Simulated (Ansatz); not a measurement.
# The g tensor of Sr2Cu(PO4)2, calculated

What g values does Sr2Cu(PO4)2 have, along which axes, and how far do they hang on the level of theory? Measured values stand at the end.

Main program and level: Ansatz 0.2.0; DFT, PBEsol+U, plane-wave PAW, PAW set soft_2, collinear spin, scalar-relativistic.

### Step 1. The system as given

It takes space group C2/m (No. 12, monoclinic). The conventional cell has a = 11.651 Å, b = 5.133 Å, c = 6.679 Å, α = 90.00°, β = 106.38°, γ = 90.00°. Sr has 9 O at 2.49 to 2.95 Å nearest. Nearest to Cu lie 4 O at 1.96 Å. P has 4 O at 1.53 to 1.58 Å nearest. Nearest to O lie 1 P at 1.55 Å and 3 Sr at 2.74 to 2.95 Å. Nearest to O lie 1 P at 1.53 Å and 2 Sr at 2.49 to 2.56 Å. Nearest to O lie 1 P at 1.58 Å and 1 Cu at 1.96 Å and 2 Sr at 2.70 to 2.79 Å. Farther neighbours, and contacts between anions beyond the nearest, are not listed.

The structure is a relaxed one from the Materials Project, so its cell can be off by a few per cent.

The primitive cell that is run holds one Cu ion, whose images are parallel to it.

### Step 2. Spin density and spin-orbit coupling

One collinear run gives the spin density, also at the nuclei; a second pass then couples the two spin channels by spin-orbit coupling for several directions of the moment, which gives orbital moments and direction energies. U = 5 eV on Cu is meant to offset the tendency of semilocal functionals to spread the spin.

input.yaml reads:

```yaml
crystal:
  lattice:
    - [5.825732, -2.566447, 0.0]
    - [5.825732, 2.566447, 0.0]
    - [-1.8832, 0.0, 6.408491]
  atoms:
    - { symbol: Sr, position: [0.829432, 0.829432, 0.783301] }
    - { symbol: Sr, position: [0.170568, 0.170568, 0.216699] }
    - { symbol: Cu, position: [0.5, 0.5, 0.5], spin: 1.0 }
    - { symbol: P, position: [0.142493, 0.142493, 0.710128] }
    - { symbol: P, position: [0.857507, 0.857507, 0.289872] }
    - { symbol: O, position: [0.271297, 0.271297, 0.858457] }
    - { symbol: O, position: [0.950318, 0.950318, 0.167651] }
    - { symbol: O, position: [0.049682, 0.049682, 0.832349] }
    - { symbol: O, position: [0.728703, 0.728703, 0.141543] }
    - { symbol: O, position: [0.375852, 0.885596, 0.563504] }
    - { symbol: O, position: [0.114404, 0.624148, 0.436496] }
    - { symbol: O, position: [0.624148, 0.114404, 0.436496] }
    - { symbol: O, position: [0.885596, 0.375852, 0.563504] }
magnetization:
  spin_polarized: true
kpoints:
  mp_grid: { grid: [3, 3, 3] }
scf:
  lower_state_search: "off"
  occupations: { method: fermi_dirac, width: 0.01 }
hamiltonian:
  xc: pbesol
  hubbard: [{ species: Cu, l: d, u_eff: 5 }]
output:
  efg:
    contact_densities: true
    quadrupole_moments_barn: { Sr: 0.305, Cu: -0.22, O: -0.02558 }
  forces: true
  eigenstates:
    nscf_kmesh: { grid: [3, 3, 3] }
    top_band: c75
    magnetocrystalline_anisotropy:
      directions: [[1, 0, 0], [0, 1, 0], [0, 0, 1], [1, 1, 0], [1, 0, 1], [0, 1, 1]]
# [... lines on directions and stored grids left out ...]
```

Launch:

```sh
$ ansatz run input.yaml --threads 4 --pin off --max-ram 9216MiB --backend cpu --events-out ev --progress --plain --runs-dir out
```

The log of the run:

```text
[...]
Sr: output.efg is read without spin–orbit coupling, which moves field gradients at and beside such atoms by some per cent and up to a factor of two; PAW files take it under magnetization.noncollinear and magnetization.spin_orbit
Engine: ansatz 0.2.0, aarch64-unknown-linux-gnu
Pseudopotentials: kind: paw
Pseudopotential: Sr, paw, valence charge 10, recommended cutoff 420 eV (normal), Sr.paw.azcp
Pseudopotential: Cu, paw, valence charge 19, recommended cutoff 420 eV (normal), Cu.paw.azcp
Pseudopotential: P, paw, valence charge 5, recommended cutoff 420 eV (normal), P.paw.azcp
Pseudopotential: O, paw, valence charge 6, recommended cutoff 420 eV (normal), O.paw.azcp
Functional definition: PBEsol
  exchange = pbesol_x
  correlation = pbesol_c
Crystal: 13 atoms, lattice volume = 191.632 Å³
Basis set: ecut = 420 eV, 3747 PW (Γ), exchange–correlation on 90×90×90 points (8 copies of the dense FFT grid, shifted against one another)
Bands: 62, of which v1, the nominal top of the filled ones, is band 49 counted from 1 (48 counted from 0)
Symmetry: 4 space group operations
Space group: C2/m (ITA 12), of the structure as read, at distance tolerance 5.8e-5 Å
Magnetic group: BNS 12.58 (UNI 65), of the structure as read, at distance tolerance 5.8e-5 Å
k-points: 10 of 27
Non-local potential: Sr, projectors of the file, l = 0: 3, l = 1: 2, l = 2: 2
Non-local potential: Cu, projectors of the file, l = 0: 3, l = 1: 2, l = 2: 3, l = 3: 1
Non-local potential: P, projectors of the file, l = 0: 2, l = 1: 2, l = 2: 2
Non-local potential: O, projectors of the file, l = 0: 2, l = 1: 2, l = 2: 1
PAW form: soft (Blöchl's): semilocal exchange-correlation on the pseudo side does not see the compensation charge
PAW frozen core: Sr, regenerated for the run's functional, and the local potential with it (the file was generated under x = pbe(κ = 0.804, μ = 0.219515), c = pbe(β = 0.066725))
PAW frozen core: Cu, regenerated for the run's functional, and the local potential with it (the file was generated under x = pbe(κ = 0.804, μ = 0.219515), c = pbe(β = 0.066725))
PAW frozen core: P, regenerated for the run's functional, and the local potential with it (the file was generated under x = pbe(κ = 0.804, μ = 0.219515), c = pbe(β = 0.066725))
PAW frozen core: O, regenerated for the run's functional, and the local potential with it (the file was generated under x = pbe(κ = 0.804, μ = 0.219515), c = pbe(β = 0.066725))
PAW one-centre angular grid: Sr, 110 points (default); XC on 64 Gauss nodes
PAW one-centre angular grid: Cu, 590 points (default); XC on 64 Gauss nodes
PAW one-centre angular grid: P, 110 points (default); XC on 64 Gauss nodes
PAW one-centre angular grid: O, 110 points (default); XC on 64 Gauss nodes
Initial density: superposition of atomic densities (chi_scale 0.1, normalization cell, long waves kept (reshape's long-wave potential 0.03 eV rms))
Starting moments: Σ|m| = 1 μB on 1 of 13 sites
Initial wavefunctions: pseudopotential atomic-orbital guess
Functional: x = pbesol(κ = 0.804, μ = 0.123457), c = pbesol(β = 0.046)
SCF iter   1: F=—  HF=-19554.973347 eV  |F-HF|=—  |Δ(HF+E_count)|=         —  Δρ=5.97e-2 (↑3.20e-2 ↓5.97e-2)  dr2=1.38e1  dr2_m=1.39e0  M=0.549 μB ∫|m|=0.579 μB  β_m=0.30  ethr=3.10e-3  ⟨swp⟩=9.8  Hψ=6988  notcnv=0  defer=26
preconditioner: auto → Resta (q_TF=auto, 2.436 Å⁻¹)  ε∞=3.9  [insulator: Δε(μ)=0.035 eV  Ē_g=14.515 eV  σ=0.010 eV  W_gap=0.63  n_scr=40 (ndim 8)  ℏωp=24.7 eV  f_vac=0.061  D(μ)=5.98/eV (n_scr^D=40)  ε∞_Penn≈3.9]
spin=Collinear: Resta preconditioning applied to the charge; magnetization (m = ρ↑ − ρ↓) channel mixes plain (no charge-response kernel on spin).
SCF iter   2: F=—  HF=-19552.557587 eV  |F-HF|=—  |Δ(HF+E_count)|=    2.42e0  Δρ=2.56e-2 (↑2.50e-2 ↓2.56e-2)  dr2=5.46e0  dr2_m=1.63e-1  M=0.989 μB ∫|m|=1.035 μB  β_m=0.30  ethr=3.10e-3  ⟨swp⟩=3.5  Hψ=2673  notcnv=0  defer=131
SCF iter   3: F=—  HF=-19551.547369 eV  |F-HF|=—  |Δ(HF+E_count)|=    1.01e0  Δρ=1.71e-2 (↑1.38e-2 ↓1.71e-2)  dr2=1.88e0  dr2_m=9.31e-2  M=1.000 μB ∫|m|=1.050 μB  β_m=0.30  ethr=3.10e-3  ⟨swp⟩=3.7  Hψ=2158  notcnv=0  defer=128
SCF iter   4: F=—  HF=-19551.176461 eV  |F-HF|=—  |Δ(HF+E_count)|=   3.71e-1  Δρ=8.30e-3 (↑7.08e-3 ↓8.30e-3)  dr2=3.29e-1  dr2_m=3.35e-2  M=1.000 μB ∫|m|=1.065 μB  β_m=0.30  ethr=1.94e-3  ⟨swp⟩=4.8  Hψ=2420  notcnv=0  defer=137
SCF iter   5: F=—  HF=-19551.235534 eV  |F-HF|=—  |Δ(HF+E_count)|=   5.91e-2  Δρ=5.68e-3 (↑4.66e-3 ↓5.68e-3)  dr2=1.33e-1  dr2_m=2.03e-2  M=1.000 μB ∫|m|=1.072 μB  β_m=1.00  ethr=3.39e-4  ⟨swp⟩=4.6  Hψ=2148  notcnv=0  defer=138
SCF iter   6: F=—  HF=-19551.275376 eV  |F-HF|=—  |Δ(HF+E_count)|=   3.98e-2  Δρ=2.29e-3 (↑1.41e-3 ↓2.29e-3)  dr2=1.73e-2  dr2_m=1.03e-3  M=1.000 μB ∫|m|=1.089 μB  β_m=0.30  ethr=1.37e-4  ⟨swp⟩=4.0  Hψ=1961  notcnv=0  defer=138
SCF iter   7: F=—  HF=-19551.304927 eV  |F-HF|=—  |Δ(HF+E_count)|=   2.96e-2  Δρ=8.69e-4 (↑8.69e-4 ↓7.67e-4)  dr2=3.95e-3  dr2_m=2.14e-4  M=1.000 μB ∫|m|=1.091 μB  β_m=1.00  ethr=1.78e-5  ⟨swp⟩=3.8  Hψ=2481  notcnv=0  defer=143
SCF iter   8: F=—  HF=-19551.326837 eV  |F-HF|=—  |Δ(HF+E_count)|=   2.19e-2  Δρ=7.30e-4 (↑7.30e-4 ↓4.74e-4)  dr2=1.76e-3  dr2_m=8.08e-5  M=1.000 μB ∫|m|=1.094 μB  β_m=1.00  ethr=4.07e-6  ⟨swp⟩=4.1  Hψ=2426  notcnv=0  defer=143
SCF iter   9: F=—  HF=-19551.338433 eV  |F-HF|=—  |Δ(HF+E_count)|=   1.16e-2  Δρ=1.02e-3 (↑3.10e-4 ↓1.02e-3)  dr2=1.47e-3  dr2_m=6.27e-4  M=1.000 μB ∫|m|=1.095 μB  β_m=1.00  ethr=1.81e-6  ⟨swp⟩=3.6  Hψ=1762  notcnv=0  defer=143
SCF iter  10: F=—  HF=-19551.345762 eV  |F-HF|=—  |Δ(HF+E_count)|=   7.33e-3  Δρ=4.62e-4 (↑1.04e-4 ↓4.62e-4)  dr2=4.30e-4  dr2_m=9.10e-5  M=1.000 μB ∫|m|=1.093 μB  β_m=1.00  ethr=1.52e-6  ⟨swp⟩=3.9  Hψ=2305  notcnv=0  defer=143
[...]
spin-set hold released at iteration 15 (site moments contracting): the magnetisation degrees of freedom join the quasi-Newton model from the next iteration; the mixer history was flushed
[...]
SCF iter  18: F=—  HF=-19551.358554 eV  |F-HF|=—  |Δ(HF+E_count)|=   1.80e-5  Δρ=6.92e-5 (↑6.92e-5 ↓3.85e-5)  dr2=1.30e-5  dr2_m=9.69e-7  M=1.000 μB ∫|m|=1.090 μB  β_m=0.66  ethr=4.44e-7  ⟨swp⟩=2.1  Hψ=1950  notcnv=0  defer=145
SCF iter  19: F=—  HF=-19551.358557 eV  |F-HF|=—  |Δ(HF+E_count)|=   3.04e-6  Δρ=3.00e-5 (↑2.16e-5 ↓3.00e-5)  dr2=3.57e-6  dr2_m=8.59e-8  M=1.000 μB ∫|m|=1.090 μB  β_m=0.75  ethr=1.34e-8  ⟨swp⟩=2.0  Hψ=2118  notcnv=0  defer=145
SCF iter  20: F=—  HF=-19551.358558 eV  |F-HF|=—  |Δ(HF+E_count)|=   6.91e-7  Δρ=2.07e-5 (↑7.56e-6 ↓2.07e-5)  dr2=7.69e-7  dr2_m=1.73e-7  M=1.000 μB ∫|m|=1.090 μB  β_m=0.83  ethr=3.68e-9  ⟨swp⟩=2.0  Hψ=1791  notcnv=0  defer=145
SCF iter  21: F=—  HF=-19551.358558 eV  |F-HF|=—  |Δ(HF+E_count)|=   4.62e-8  Δρ=5.43e-6 (↑5.24e-6 ↓5.43e-6)  dr2=1.74e-7  dr2_m=5.29e-10  M=1.000 μB ∫|m|=1.090 μB  β_m=0.71  ethr=7.92e-10  ⟨swp⟩=2.0  Hψ=2062  notcnv=0  defer=145
iter 22 met the thresholds in force, and the SCF goes on: an eigenvalue changes by 0.08 meV, over its tolerance of 0.06 meV (output.eigenvalues, Limitations)
SCF iter  22: F=-19551.358558 eV  HF=-19551.358558 eV  |F-HF|=1.67e-8  |Δ(HF+E_count)|=   1.98e-8  Δρ=1.68e-6 (↑1.34e-6 ↓1.68e-6)  dr2=1.82e-8  dr2_m=3.68e-10  M=1.000 μB ∫|m|=1.090 μB  β_m=0.85  ethr=1.03e-10  ⟨swp⟩=25.4  Hψ=12203  notcnv=0
iter 23 met the thresholds in force, and the SCF goes on: an eigenvalue changes by 0.08 meV, over its tolerance of 0.06 meV (output.eigenvalues, Limitations)
SCF iter  23: F=-19551.358558 eV  HF=-19551.358558 eV  |F-HF|=2.06e-9  |Δ(HF+E_count)|=   2.00e-8  Δρ=8.25e-7 (↑7.05e-7 ↓8.25e-7)  dr2=3.95e-9  dr2_m=5.46e-11  M=1.000 μB ∫|m|=1.090 μB  β_m=1.00  ethr=1.88e-11  ⟨swp⟩=7.9  Hψ=7887  notcnv=0
Mixer restart at iter 23: flushing history
SCF iter  24: F=-19551.358558 eV  HF=-19551.358558 eV  |F-HF|=2.17e-8  |Δ(HF+E_count)|=   9.01e-9  Δρ=2.64e-6 (↑1.30e-6 ↓2.64e-6)  dr2=2.19e-8  dr2_m=1.13e-9  M=1.000 μB ∫|m|=1.090 μB  ethr=4.07e-12  ⟨swp⟩=7.5  Hψ=8110  notcnv=0
SCF 1 converged in 24 iterations: F = -19551.358558 eV  dr2 = 2.19e-8
  greatest PAW one-centre occupation: 1.000 electrons in one spin orbital (limit 2), on the Cu atom at site 2 (counted from 0), in its partial waves of l = 0
NSCF: frozen V_eff on 10 k-points
Magnetocrystalline anisotropy: 0 of 10 k-points coupled
Magnetocrystalline anisotropy: 10 of 10 k-points coupled
SCF converged after 24 iterations
an eigenvalue changed by more than its tolerance at an iteration that met the thresholds in force, so the SCF went on 2 times, its first undamped step at iteration 23: the last check found none over its tolerance
Magnetization: 1.0000 μB (49.0000 up, 48.0000 down)
Absolute magnetization: 1.0764 μB (∫|ρ↑−ρ↓|, with the PAW one-centre terms)
Spin contamination: 0.0009 ħ² per cell (⟨S²⟩ above its minimum at these occupations)
Per-site moments (μB) at R_I (Å): [(4.470430e-5, 1.028675), (4.470430e-5, 1.028675), (0.644333, 0.809068), (0.00116742, 0.630147), (0.00116742, 0.630147), (0.016122, 0.638436), (0.00095511, 0.630147), (0.00095511, 0.630147), (0.016122, 0.638436), (0.061995, 0.650306), (0.061995, 0.650306), (0.061995, 0.650306), (0.061995, 0.650306)]
Free energy (F): -19551.358558 eV
Harris-Foulkes:  -19551.358558 eV  (|F-HF|=2.17e-8)
Internal energy: -19551.358558 eV  (E = F + TS)
E sigma→0 (E₀):  -19551.358558 eV
Fermi energy:    5.657081 eV
[...]
--- Forces (eV/Å), atoms counted from 1 ---
  atom   1  Sr    -0.01486234     0.00000000    -0.02135132
  atom   2  Sr     0.01486234     0.00000000     0.02135132
  atom   3  Cu     0.00000000     0.00000000     0.00000000
  atom   4  P      0.05805919     0.00000000    -0.02240485
  atom   5  P     -0.05805919     0.00000000     0.02240485
  atom   6  O     -0.15807285     0.00000000    -0.12822659
  atom   7  O     -0.01777320     0.00000000    -0.00388239
  atom   8  O      0.01777320     0.00000000     0.00388239
  atom   9  O      0.15807285     0.00000000     0.12822659
  atom  10  O     -0.08044170    -0.01287269     0.02925987
  atom  11  O      0.08044170    -0.01287269    -0.02925987
  atom  12  O      0.08044170     0.01287269    -0.02925987
  atom  13  O     -0.08044170     0.01287269     0.02925987
  max |Σ_I F_I| component: 2.78e-17 eV/Å
--- PAW observables at the nuclei: V_zz in 10²¹ V/m², potentials from the cell's mean, atoms counted from 1 ---
[...]
atom   2  Sr V_zz =    -4.762348   η = 0.3420   by run symmetry: allowed   C_q = -35.1217 MHz
            electrostatic potential = -5507.531351 V   contact ρ = 400377.995503 e/Å³   contact ρ_s (e/Å³): all electrons -0.027702, valence -0.027562
  atom   3  Cu V_zz =    -8.525352   η = 0.1069   by run symmetry: allowed   C_q = +45.3513 MHz
            electrostatic potential = -3751.452847 V   contact ρ = 147242.193768 e/Å³   contact ρ_s (e/Å³): all electrons -1.598902, valence +0.574124
[...]
atom  10  O  V_zz =    +8.595021   η = 0.5678   by run symmetry: allowed   C_q = -5.3162 MHz
            electrostatic potential = -620.474440 V   contact ρ = 2142.888911 e/Å³   contact ρ_s (e/Å³): all electrons +0.480170, valence +0.595112
  atom  11  O  V_zz =    +8.595021   η = 0.5678   by run symmetry: allowed   C_q = -5.3162 MHz
            electrostatic potential = -620.474440 V   contact ρ = 2142.888911 e/Å³   contact ρ_s (e/Å³): all electrons +0.480170, valence +0.595112
  atom  12  O  V_zz =    +8.595021   η = 0.5678   by run symmetry: allowed   C_q = -5.3162 MHz
            electrostatic potential = -620.474440 V   contact ρ = 2142.888911 e/Å³   contact ρ_s (e/Å³): all electrons +0.480170, valence +0.595112
  atom  13  O  V_zz =    +8.595021   η = 0.5678   by run symmetry: allowed   C_q = -5.3162 MHz
            electrostatic potential = -620.474440 V   contact ρ = 2142.888911 e/Å³   contact ρ_s (e/Å³): all electrons +0.480170, valence +0.595112
--- Band table (eV; the first three rows and the last of 20) ---
[...]
Occupation matrices written to <dir>
```

It took 54 s on 4 threads of Arm Neoverse V2, shared host; peak memory 0.99 GiB; 3.4 min of CPU time.

The cell carries 1.00 μB, S = 1/2 on each ion. Cu (atom 3) has 4 O at 1.96 Å round it and 0.64 μB in its sphere.

Energies and orbital moments by direction:

```
direction  energy (meV)  orbital moment (μB)  on atom 3 (μB)
  [1 0 0]        0.0000               0.0465          0.0485
  [0 1 0]       -0.0575               0.0343          0.0371
  [0 0 1]        0.3304               0.1091          0.1164
  [1 1 0]       -0.0288               0.0404          0.0428
  [1 0 1]        0.0191               0.0515          0.0535
  [0 1 1]        0.1363               0.0717          0.0767
```

With g(n) = 2.0023 + L(n)/S, L and S summed over the cell's ions (S = 1/2), fitted to a symmetric tensor and averaged over the point group, the principal values are:

```
     g  axis x  axis y  axis z
2.0709    0.00    1.00    0.00
2.0762    0.94    0.00    0.34
2.2398   -0.34    0.00    0.94
```

For S = 1/2 there is no zero-field splitting, so the direction energies aren't used.

Contact couplings, A_iso = (4μ₀/3h) μB g_N μN ρ_s(0)/2S, with the ion's S:

```
atom  nucleus  atoms with this value  A_iso (MHz)
   3     ⁶³Cu                      1       -280.7
  10      ¹⁷O                      4        -43.1
   6      ¹⁷O                      2         -1.5
   4      ³¹P                      2          1.4
   1     ⁸⁷Sr                      2          0.8
   7      ¹⁷O                      2          0.7
```

The ion's own value rests on core polarisation and comes out too small in this program at this level.

(Continued in part 2 of 2.)

[Long decimals in the printed logs are rounded to 6 places.]

[Where a GPAW ground-state log is shown, its clock times and its lines on the Fermi level, the gap and the full list of levels were taken out.]

[Logs are printed without paths, hosts, clocks, repeated set-up lines and the standing remarks that a program may print on its own settings, such as how far it seeks lower states.]

[Hosts, paths, dates, database ids (printed as entryN), source tags and the programs' standing remarks are cut or masked in the printed files.]

[A later check with an all-electron program, on Mn²⁺ in one crystal, gave about the same coupling, so for Mn the shortfall against experiment is probably not the program's treatment of the core; other ions were not checked so.]
